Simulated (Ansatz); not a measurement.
**How fast states decay through Cs2H2SeO**

Wanted: the relaxed cell of Cs2H2SeO, its band edges and its decay constants. It is built by putting Se for part of the O in the CsHO structure of space group Cmc2_1, with the volume rescaled by atomic radii. The parent structure comes from the Materials Project.

Program: Ansatz 0.2.0. Level of theory: PBE DFT, plane waves, PAW files, in the first sound run; inputs show where later runs differ. Results are calculated unless marked as measured.

The structure was built from a prototype and need not be the compound's stable phase.

## Step 1: Set-up

Symmetry: Cm, No. 8, monoclinic system. Conventional cell: a = 11.765 Å, b = 4.467 Å, c = 4.656 Å, α = 90.00°, β = 90.00°, γ = 90.00°. Nearest to Cs lie 4 H at 3.07 to 3.08 Å and 4 O at 3.18 to 3.37 Å and 3 Se at 3.18 to 3.51 Å. Nearest to Cs lie 4 H at 3.07 to 3.08 Å and 4 Se at 3.18 to 3.37 Å and 3 O at 3.18 to 3.51 Å. Nearest to H lie 1 Se at 1.01 Å and 1 O at 2.17 Å and 2 H at 2.45 Å and 4 Cs at 3.07 to 3.08 Å. Nearest to H lie 1 O at 1.01 Å and 1 Se at 2.17 Å and 2 H at 2.45 Å and 4 Cs at 3.07 to 3.08 Å. Nearest to Se lie 3 H at 1.01 to 3.40 Å and 7 Cs at 3.18 to 3.51 Å. O has 3 H at 1.01 to 3.40 Å and 7 Cs at 3.18 to 3.51 Å nearest. It derives from CsHO. Se for part of the O in the CsHO structure of space group Cmc2_1. Farther neighbours and most contacts between anions are not listed.

## Step 2: Relaxing the new crystal

The substituted atoms don't fit the parent's cell, so cell and atoms relax together. A small smearing keeps the run stable in case the gap closes on the way.

Input file input.yaml:

```yaml
crystal:
  lattice:
    - [2.2337316411, -5.8824945018, 0.0]
    - [2.2337316411, 5.8824945018, 0.0]
    - [0.0, 0.0, 4.6555618394]
  atoms:
    - { symbol: Cs, position: [0.86162892, 0.13837108, 0.73668941] }
    - { symbol: Cs, position: [0.13837108, 0.86162892, 0.23668941] }
    - { symbol: H, position: [0.53301267, 0.46698733, 0.6076027] }
    - { symbol: H, position: [0.46698733, 0.53301267, 0.1076027] }
    - { symbol: Se, position: [0.59165904, 0.40834096, 0.76542289] }
    - { symbol: O, position: [0.40834096, 0.59165904, 0.26542289] }
kpoints:
  mp_grid: { grid: [6, 6, 6] }
scf:
  occupations: { method: gaussian, width: 0.03 }
hamiltonian:
  xc: pbe
output:
  forces: true
  stress: true
relax:
  f_tol: 0.02
  max_steps: 60
  cell: {}
```

Run with:

```
ansatz run input.yaml --threads 2 --pin off --max-ram 4096MiB --backend cpu --events-out ev --progress --plain --runs-dir out
```

Numbers of over 12 decimals in the logs are rounded to 6 here.

The log of the run:

```text
Engine: ansatz 0.2.0, aarch64-unknown-linux-gnu
Pseudopotentials: kind: paw
Pseudopotential: Cs, paw, valence charge 9, recommended cutoff 420 eV (normal), Cs.paw.azcp
Pseudopotential: H, paw, valence charge 1, recommended cutoff 420 eV (normal), H.paw.azcp
Pseudopotential: Se, paw, valence charge 16, recommended cutoff 420 eV (normal), Se.paw.azcp
Pseudopotential: O, paw, valence charge 6, recommended cutoff 420 eV (normal), O.paw.azcp
Functional definition: PBE
  parameter kappa = 0.804
  parameter beta = 0.066725
  exchange = pbe_x(kappa = kappa, mu = beta*pi^2/3)
  correlation = pbe_c(beta = beta)
Crystal: 6 atoms, lattice volume = 122.347 Å³
Basis set: ecut = 420 eV, 2391 PW (Γ), exchange–correlation on 90×90×64 points (8 copies of the dense FFT grid, shifted against one another)
Bands: 27, of which v1, the nominal top of the filled ones, is band 21 counted from 1 (20 counted from 0)
Symmetry: 2 space group operations
Space group: Cm (ITA 8), of the structure as read, at distance tolerance 5.0e-5 Å
k-points: 68 of 216 (time reversal used)
Non-local potential: Cs, projectors of the file, l = 0: 3, l = 1: 2, l = 2: 2, l = 3: 2
Non-local potential: H, projectors of the file, l = 0: 2, l = 1: 1
Non-local potential: Se, projectors of the file, l = 0: 2, l = 1: 2, l = 2: 3, l = 3: 1
Non-local potential: O, projectors of the file, l = 0: 2, l = 1: 2, l = 2: 1
PAW form: soft (Blöchl's): semilocal exchange-correlation on the pseudo side does not see the compensation charge
PAW one-centre angular grid: Cs, 194 points (default); XC on 64 Gauss nodes
PAW one-centre angular grid: H, 110 points (default); XC on 64 Gauss nodes
PAW one-centre angular grid: Se, 590 points (default); XC on 64 Gauss nodes
PAW one-centre angular grid: O, 110 points (default); XC on 64 Gauss nodes
Initial density: superposition of atomic densities (neutral atoms: chi_scale 0, normalization atom), corrected by the library's trained network
Initial wavefunctions: pseudopotential atomic-orbital guess
Functional: x = pbe(κ = 0.804, μ = 0.219515), c = pbe(β = 0.066725)
SCF iter   1: F=—  HF=-17406.747380 eV  |F-HF|=—  |Δ(HF+E_count)|=         —  Δρ=3.74e-3  dr2=1.13e-2  ethr=1.77e-3  ⟨swp⟩=7.7  Hψ=9758  notcnv=0  defer=1
preconditioner: auto → Resta (q_TF=auto, 2.283 Å⁻¹)  ε∞=3.3  [insulator: Δε(μ)=3.166 eV  Ē_g=11.806 eV  σ=0.030 eV  W_gap=1.00  n_scr=26 (ndim 8)  ℏωp=17.8 eV  f_vac=0.040  D(μ)=0.00/eV (n_scr^D=0)  ε∞_Penn≈3.3]
SCF iter   2: F=—  HF=-17406.748621 eV  |F-HF|=—  |Δ(HF+E_count)|=   1.24e-3  Δρ=1.91e-3  dr2=2.65e-3  ethr=2.70e-5  ⟨swp⟩=2.0  Hψ=3940  notcnv=0  defer=107
SCF iter   3: F=—  HF=-17406.750793 eV  |F-HF|=—  |Δ(HF+E_count)|=   2.17e-3  Δρ=1.46e-3  dr2=2.09e-3  ethr=6.32e-6  ⟨swp⟩=2.0  Hψ=2988  notcnv=0  defer=107
SCF iter   4: F=—  HF=-17406.750531 eV  |F-HF|=—  |Δ(HF+E_count)|=   2.61e-4  Δρ=2.09e-4  dr2=3.99e-5  ethr=4.98e-6  ⟨swp⟩=2.0  Hψ=2681  notcnv=0  defer=107
SCF iter   5: F=—  HF=-17406.750596 eV  |F-HF|=—  |Δ(HF+E_count)|=   6.49e-5  Δρ=6.52e-5  dr2=5.47e-6  ethr=9.49e-8  ⟨swp⟩=2.0  Hψ=2699  notcnv=0  defer=107
SCF iter   6: F=—  HF=-17406.750603 eV  |F-HF|=—  |Δ(HF+E_count)|=   7.16e-6  Δρ=2.14e-5  dr2=7.01e-7  ethr=1.30e-8  ⟨swp⟩=2.0  Hψ=3156  notcnv=0  defer=107
SCF iter   7: F=-17406.750604 eV  HF=-17406.750604 eV  |F-HF|=1.27e-8  |Δ(HF+E_count)|=   1.02e-6  Δρ=6.77e-6  dr2=6.28e-8  ethr=2.38e-10  ⟨swp⟩=3.1  Hψ=7697  notcnv=0
SCF 1 converged in 7 iterations: F = -17406.750604 eV  dr2 = 6.28e-8
  greatest PAW one-centre occupation: 1.000 electrons in one spin orbital (limit 2), on the Se atom at site 4 (counted from 0), in its partial waves of l = 2
relax step   1: F+E_penalty+E_count = -17406.75060448 eV  Δ(F+E_penalty+E_count) = +0.000e0 eV  max|allowed force component| = 2.372e1 eV/Å  Δτ_max = 0.0000 Å  P = +21.379 GPa  Ω = 122.347 Å³  (7 SCF iters, dr2 threshold 1.00e-7 eV, accepted)
Crystal: 6 atoms, lattice volume = 137.637 Å³
Basis set: ecut = 420 eV, 2691 PW (Γ), exchange–correlation on 90×90×64 points (8 copies of the dense FFT grid, shifted against one another)
Initial density: handed on by an earlier stage of this run
Initial wavefunctions: those handed on with the density
iter 1 solved again at ethr=9.57e-4 eV; its pass at ethr=3.10e-3 eV (dr2=4.02e-1 eV) is discarded
SCF iter   1: F=—  HF=-17412.065134 eV  |F-HF|=—  |Δ(HF+E_count)|=         —  Δρ=2.28e-2  dr2=4.00e-1  ethr=9.57e-4  ⟨swp⟩=1.0  Hψ=12914  notcnv=0
preconditioner: auto → Resta (q_TF=auto, 2.239 Å⁻¹)  ε∞=3.1  [insulator: Δε(μ)=3.392 eV  Ē_g=11.480 eV  σ=0.030 eV  W_gap=1.00  n_scr=26 (ndim 8)  ℏωp=16.7 eV  f_vac=0.067  D(μ)=0.00/eV (n_scr^D=0)  ε∞_Penn≈3.1]
SCF iter   2: F=—  HF=-17411.995553 eV  |F-HF|=—  |Δ(HF+E_count)|=   6.96e-2  Δρ=1.11e-2  dr2=8.43e-2  ethr=9.53e-4  ⟨swp⟩=2.1  Hψ=3130  notcnv=0
SCF iter   3: F=—  HF=-17411.989489 eV  |F-HF|=—  |Δ(HF+E_count)|=   6.06e-3  Δρ=3.29e-3  dr2=1.30e-2  ethr=2.01e-4  ⟨swp⟩=3.3  Hψ=4132  notcnv=0  defer=8
SCF iter   4: F=—  HF=-17411.983123 eV  |F-HF|=—  |Δ(HF+E_count)|=   6.37e-3  Δρ=8.00e-4  dr2=7.71e-4  ethr=3.10e-5  ⟨swp⟩=2.0  Hψ=4044  notcnv=0  defer=116
SCF iter   5: F=—  HF=-17411.983031 eV  |F-HF|=—  |Δ(HF+E_count)|=   9.18e-5  Δρ=5.59e-4  dr2=3.73e-4  ethr=1.84e-6  ⟨swp⟩=2.0  Hψ=3148  notcnv=0  defer=116
SCF iter   6: F=—  HF=-17411.983058 eV  |F-HF|=—  |Δ(HF+E_count)|=   2.64e-5  Δρ=1.06e-4  dr2=1.84e-5  ethr=8.87e-7  ⟨swp⟩=2.0  Hψ=2672  notcnv=0  defer=116
SCF iter   7: F=—  HF=-17411.983068 eV  |F-HF|=—  |Δ(HF+E_count)|=   1.05e-5  Δρ=3.47e-5  dr2=1.97e-6  ethr=4.38e-8  ⟨swp⟩=2.0  Hψ=3147  notcnv=0  defer=116
SCF iter   8: F=-17411.983071 eV  HF=-17411.983071 eV  |F-HF|=1.17e-8  |Δ(HF+E_count)|=   2.79e-6  Δρ=7.43e-6  dr2=9.45e-8  ethr=1.43e-9  ⟨swp⟩=5.0  Hψ=6851  notcnv=0
SCF 2 converged in 8 iterations: F = -17411.983071 eV  dr2 = 9.45e-8
relax step   2: F+E_penalty+E_count = -17411.98307092 eV  Δ(F+E_penalty+E_count) = -5.232e0 eV  max|allowed force component| = 5.596e0 eV/Å  Δτ_max = 0.1536 Å  P = +6.550 GPa  Ω = 137.637 Å³  energy of the carried Pulay correction = -1.673e-2 eV  (8 SCF iters, dr2 threshold 6.00e-7 eV, accepted)
Crystal: 6 atoms, lattice volume = 151.152 Å³
Basis set: ecut = 420 eV, 2947 PW (Γ), exchange–correlation on 90×90×64 points (8 copies of the dense FFT grid, shifted against one another)
iter 1 solved again at ethr=5.00e-4 eV; its pass at ethr=3.10e-3 eV (dr2=2.10e-1 eV) is discarded
SCF iter   1: F=—  HF=-17412.831049 eV  |F-HF|=—  |Δ(HF+E_count)|=         —  Δρ=1.72e-2  dr2=2.11e-1  ethr=5.00e-4  ⟨swp⟩=1.0  Hψ=13032  notcnv=0
[...]
relax step  14: F+E_penalty+E_count = -17413.44190505 eV  Δ(F+E_penalty+E_count) = -1.673e-1 eV  max|allowed force component| = 8.496e-1 eV/Å  Δτ_max = 0.0977 Å  P = +0.262 GPa  Ω = 153.906 Å³  energy of the carried Pulay correction = -3.251e-2 eV  (7 SCF iters, dr2 threshold 6.00e-7 eV, accepted)
relax step  15: F+E_penalty+E_count = -17413.64981131 eV  Δ(F+E_penalty+E_count) = -2.079e-1 eV  max|allowed force component| = 5.063e-1 eV/Å  Δτ_max = 0.1500 Å  P = +0.429 GPa  Ω = 154.345 Å³  energy of the carried Pulay correction = -3.291e-2 eV  (8 SCF iters, dr2 threshold 6.00e-7 eV, accepted)
relax step  16: F+E_penalty+E_count = -17413.62913436 eV  Δ(F+E_penalty+E_count) = +2.068e-2 eV  max|allowed force component| = 1.379e0 eV/Å  Δτ_max = 0.1955 Å  P = +1.033 GPa  Ω = 153.258 Å³  energy of the carried Pulay correction = -3.191e-2 eV  (7 SCF iters, dr2 threshold 6.00e-7 eV, rejected (line search))
relax step  17: F+E_penalty+E_count = -17413.70954222 eV  Δ(F+E_penalty+E_count) = -5.973e-2 eV  max|allowed force component| = 2.236e-1 eV/Å  Δτ_max = 0.0793 Å  P = -0.082 GPa  Ω = 156.324 Å³  energy of the carried Pulay correction = -3.470e-2 eV  (11 SCF iters, accepted)
relax step  18: F+E_penalty+E_count = -17413.72654972 eV  Δ(F+E_penalty+E_count) = -1.701e-2 eV  max|allowed force component| = 4.321e-2 eV/Å  Δτ_max = 0.1000 Å  P = -0.004 GPa  Ω = 156.185 Å³  energy of the carried Pulay correction = -3.457e-2 eV  (7 SCF iters, dr2 threshold 6.00e-7 eV, accepted)
relax step  19: F+E_penalty+E_count = -17413.73008932 eV  Δ(F+E_penalty+E_count) = -3.540e-3 eV  max|allowed force component| = 2.092e-2 eV/Å  Δτ_max = 0.0818 Å  P = -0.025 GPa  Ω = 155.895 Å³  energy of the carried Pulay correction = -3.431e-2 eV  (7 SCF iters, dr2 threshold 1.17e-7 eV, accepted)
relax step  20: F+E_penalty+E_count = -17413.73062738 eV  Δ(F+E_penalty+E_count) = -5.381e-4 eV  max|allowed force component| = 1.653e-2 eV/Å  Δτ_max = 0.0186 Å  P = +0.013 GPa  Ω = 155.613 Å³  energy of the carried Pulay correction = -3.406e-2 eV  (7 SCF iters, dr2 threshold 2.74e-8 eV, accepted)
relax step  21: F+E_penalty+E_count = -17413.82239957 eV  Δ(F+E_penalty+E_count) = -9.177e-2 eV  max|allowed force component| = 3.522e-2 eV/Å  Δτ_max = 0.0000 Å  P = +0.665 GPa  Ω = 155.613 Å³  stress off target by 8.99e-1 GPa  SCF on the basis re-selected at this cell (its energy is not comparable with the rows above)  (8 SCF iters)
relax step  22: F+E_penalty+E_count = -17413.83150462 eV  Δ(F+E_penalty+E_count) = -9.105e-3 eV  max|allowed force component| = 7.038e-2 eV/Å  Δτ_max = 0.0231 Å  P = -0.032 GPa  Ω = 162.899 Å³  energy of the carried Pulay correction = -6.406e-3 eV  (7 SCF iters, dr2 threshold 6.00e-7 eV, accepted)
relax step  23: F+E_penalty+E_count = -17413.83346811 eV  Δ(F+E_penalty+E_count) = -1.963e-3 eV  max|allowed force component| = 8.698e-2 eV/Å  Δτ_max = 0.0308 Å  P = +0.017 GPa  Ω = 163.196 Å³  energy of the carried Pulay correction = -6.804e-3 eV  (6 SCF iters, dr2 threshold 3.10e-7 eV, accepted)
relax step  24: F+E_penalty+E_count = -17413.83372105 eV  Δ(F+E_penalty+E_count) = -2.529e-4 eV  max|allowed force component| = 3.516e-2 eV/Å  Δτ_max = 0.0037 Å  P = -0.010 GPa  Ω = 163.110 Å³  energy of the carried Pulay correction = -6.735e-3 eV  (5 SCF iters, dr2 threshold 4.73e-7 eV, accepted)
relax step  25: F+E_penalty+E_count = -17413.83377660 eV  Δ(F+E_penalty+E_count) = -5.555e-5 eV  max|allowed force component| = 6.977e-4 eV/Å  Δτ_max = 0.0024 Å  P = +0.001 GPa  Ω = 163.084 Å³  energy of the carried Pulay correction = -6.713e-3 eV  (4 SCF iters, dr2 threshold 7.73e-8 eV, accepted)
iter 1 solved again at ethr=3.13e-7 eV; its pass at ethr=3.10e-3 eV (dr2=1.32e-4 eV) is discarded
SCF iter   1: F=—  HF=-17413.831871 eV  |F-HF|=—  |Δ(HF+E_count)|=         —  Δρ=4.13e-4  dr2=1.72e-5  ethr=3.13e-7  ⟨swp⟩=3.0  Hψ=14815  notcnv=0
SCF iter   2: F=—  HF=-17413.838697 eV  |F-HF|=—  |Δ(HF+E_count)|=   6.83e-3  Δρ=2.06e-4  dr2=4.61e-6  ethr=4.09e-8  ⟨swp⟩=2.0  Hψ=2921  notcnv=0
SCF iter   3: F=—  HF=-17413.840828 eV  |F-HF|=—  |Δ(HF+E_count)|=   2.13e-3  Δρ=8.32e-5  dr2=6.62e-7  ethr=1.10e-8  ⟨swp⟩=2.0  Hψ=2775  notcnv=0
SCF iter   4: F=—  HF=-17413.841270 eV  |F-HF|=—  |Δ(HF+E_count)|=   4.42e-4  Δρ=4.89e-6  dr2=3.27e-8  ethr=1.58e-9  ⟨swp⟩=2.0  Hψ=2788  notcnv=0
SCF iter   5: F=—  HF=-17413.841270 eV  |F-HF|=—  |Δ(HF+E_count)|=   2.47e-7  Δρ=1.27e-6  dr2=3.63e-9  ethr=7.79e-11  ⟨swp⟩=2.0  Hψ=3264  notcnv=0
SCF iter   6: F=—  HF=-17413.841270 eV  |F-HF|=—  |Δ(HF+E_count)|=   4.09e-9  Δρ=5.22e-7  dr2=8.46e-10  ethr=8.64e-12  ⟨swp⟩=2.0  Hψ=3264  notcnv=0
SCF iter   7: F=—  HF=-17413.841270 eV  |F-HF|=—  |Δ(HF+E_count)|=   1.12e-9  Δρ=2.17e-7  dr2=1.84e-10  ethr=2.01e-12  ⟨swp⟩=2.0  Hψ=3264  notcnv=0
SCF iter   8: F=-17413.841270 eV  HF=-17413.841270 eV  |F-HF|=7.28e-12  |Δ(HF+E_count)|=  1.75e-10  Δρ=4.55e-8  dr2=6.40e-12  ethr=1.00e-12  ⟨swp⟩=5.0  Hψ=6268  notcnv=0
SCF 26 converged in 8 iterations: F = -17413.841270 eV  dr2 = 6.40e-12
relax step  26: F+E_penalty+E_count = -17413.84126999 eV  Δ(F+E_penalty+E_count) = -7.493e-3 eV  max|allowed force component| = 2.659e-3 eV/Å  Δτ_max = 0.0000 Å  P = +0.016 GPa  Ω = 163.084 Å³  stress off target by 4.48e-2 GPa  SCF on the basis re-selected at this cell (its energy is not comparable with the rows above)  (8 SCF iters)
basis re-selected at this cell: Δ(F+E_penalty+E_count) = -7.493e-3 eV, ΔP = +0.015 GPa vs the last step (what re-selecting the basis moved, of the pressure what is left beyond the Pulay correction that the steps carried, after the strain that the cell walked since its last selection, with what the two solves' SCF thresholds leave and, on support functions, any second-order correction that the steps lacked; it is no m [...]
SCF converged after 8 iterations
Free energy (F): -17413.841270 eV
Harris-Foulkes:  -17413.841270 eV  (|F-HF|=7.28e-12)
Internal energy: -17413.841270 eV  (E = F + TS)
E sigma→0 (E₀):  -17413.841270 eV
Fermi energy:    5.138953 eV
--- Per-component energies (eV) ---
  E_band       = -560.818816
  E_kinetic    = 606.873412
  E_local      = -4212.939467  (includes V_loc(G=0)·N_el)
  E_nonlocal   = -484.518420
  E_hartree    = 1929.700095
  E_xc         = -545.730821
  E_vxc        = -469.913750  (∫ρ·V_xc dr)
  E_paw        = -12204.089613  (= ΣΔE_a)
  E_vpaw       = 140.279534  (= ΣTr[D̂ρ^β])
  E_aug_tail   = -0.000444  (compensation charges beyond the density's cutoff)
  E_ewald      = -2503.136011
  E_smearing   = -0.000000  (= −TS)
  E_closure    = -0.000000  (closes the sum)
  Σ components = -17413.841270   (vs F -17413.841270, Δ=0.00e0)
--- Forces (eV/Å), atoms counted from 1 ---
  atom   1  Cs     0.00000000     0.00028518    -0.00001434
  atom   2  Cs    -0.00000000    -0.00026300    -0.00000742
  atom   3  H      0.00000000     0.00127633    -0.00265584
  atom   4  H     -0.00000000     0.00165877     0.00265925
  atom   5  Se    -0.00000000    -0.00044247     0.00013486
  atom   6  O      0.00000000    -0.00251393    -0.00011656
  max |Σ_I F_I| component: 8.72e-7 eV/Å
--- Stress (GPa, compression-positive) ---
        0.044790       0.000000      -0.000000
        0.000000      -0.012206      -0.000900
       -0.000000      -0.000900       0.016018
  P = ⅓ Tr σ = 0.0162 GPa (0.162 kbar)
--- Relaxed structure (24 steps of the walk, 21 accepted, 2 SCFs on fresh bases) ---
  F+E_penalty+E_count = -17413.84126999 eV   max|allowed force component| = 2.659e-3 eV/Å   (the final SCF, on the basis selected at the relaxed cell)
  cell:  # Å, volume = 163.0842 Å³
    - [2.555029, -6.162935, -0.000397132]
    - [2.555029, 6.162935, 0.000397132]
    - [1.323967548025095e-16, 0.000314301, 5.178436]
  atoms:
    - { symbol: Cs, position: [0.884554, 0.115446, 0.786620] }
    - { symbol: Cs, position: [0.160909, 0.839091, 0.286594] }
    - { symbol: H, position: [0.472194, 0.527806, 0.438732] }
    - { symbol: H, position: [0.472210, 0.527790, 0.134385] }
    - { symbol: Se, position: [0.589349, 0.410651, 0.786571] }
    - { symbol: O, position: [0.420785, 0.579215, 0.286528] }
```

The job ended after 4.6 min (2 threads of Arm Neoverse V2, shared host; peak memory 0.56 GiB).

The steps of the relaxation (22 of 26):

```
step  energy less that of the first step (eV)  largest force component (eV/Å)  pressure (GPa)  volume (Å³)
   1                                   0.0000                         23.7232           21.38       122.35
   2                                  -5.2325                          5.5961            6.55       137.64
   3                                  -6.0361                          2.2957            1.95       151.15
   5                                  -6.2244                          0.5185            0.04       158.18
   6                                  -6.2707                          0.4079            0.00       158.53
   7                                  -6.3426                          0.1189           -0.03       159.21
   8                                  -6.3434                          0.7810           -0.26       157.99
   9                                  -6.3534                          0.1242           -0.01       158.67
  11                                  -6.4132                          0.7712            0.55       153.59
  12                                  -6.4119                          2.0605            2.06       151.96
  13                                  -6.5240                          0.6606            0.19       153.84
  14                                  -6.6913                          0.8496            0.26       153.91
  15                                  -6.8992                          0.5063            0.43       154.34
  16                                  -6.8785                          1.3794            1.03       153.26
  18                                  -6.9759                          0.0432            0.00       156.18
  19                                  -6.9795                          0.0209           -0.02       155.89
  20                                  -6.9800                          0.0165            0.01       155.61
 21*                                  -7.0718                          0.0352            0.66       155.61
  22                                  -7.0809                          0.0704           -0.03       162.90
  24                                  -7.0831                          0.0352           -0.01       163.11
  25                                  -7.0832                          0.0007            0.00       163.08
 26*                                  -7.0907                          0.0027            0.02       163.08
```

Relaxation steps marked * repeat the geometry before them on a plane-wave basis chosen anew for their cell, so energy and pressure can jump there. Other such steps can lie between the rows shown. Relaxation steps 8, 12, 16 were tried and not accepted.

The run keeps the 2 symmetry operations that it works with, so distortions that break them were not tested.

```
     cell as run  before   after   change
           a (Å)   6.292   6.672   +6.0 %
           b (Å)   6.292   6.672   +6.0 %
           c (Å)   4.656   5.178  +11.2 %
           γ (°)  138.41  134.96   -2.5 %
volume (Å³/atom)   20.39   27.18  +33.3 %
```

The atoms that moved most (Å, as changes of fractional coordinates times the final cell):

```
atom     dx      dy      dz  length
  H3  0.000   0.750  -0.874   1.152
 Cs1  0.000  -0.283   0.259   0.383
 Cs2  0.000  -0.278   0.258   0.379
  O6  0.000  -0.153   0.109   0.188
  H4  0.000  -0.064   0.139   0.153
 Se5  0.000   0.028   0.110   0.113
```

Final coordinates:

```xyz
6
Lattice="2.5550 -6.1629 -0.0004 2.5550 6.1629 0.0004 0.0000 0.0003 5.1784" Properties=species:S:1:pos:R:3 pbc="T T T"
Cs    2.5550   -4.7397    4.0732
Cs    2.5550    4.1797    1.4844
H     2.5550    0.3429    2.2720
H     2.5550    0.3426    0.6959
Se    2.5550   -1.1011    4.0731
O     2.5550    0.9765    1.4838
```

This step gave:

- free energy: -17413.8413 eV
- Fermi energy: 5.139 eV
- pressure: 0.01620 GPa

The largest force component on a free atom ends at 0.0027 eV/Å.

[end of part 1 of 3]

[Logs are printed without paths, hosts, clocks, repeated set-up lines and the standing remarks that a program may print on its own settings, such as how far it seeks lower states.]

[Hosts, paths, dates, database ids (printed as entryN), source tags and the programs' standing remarks are cut or masked in the printed files.]
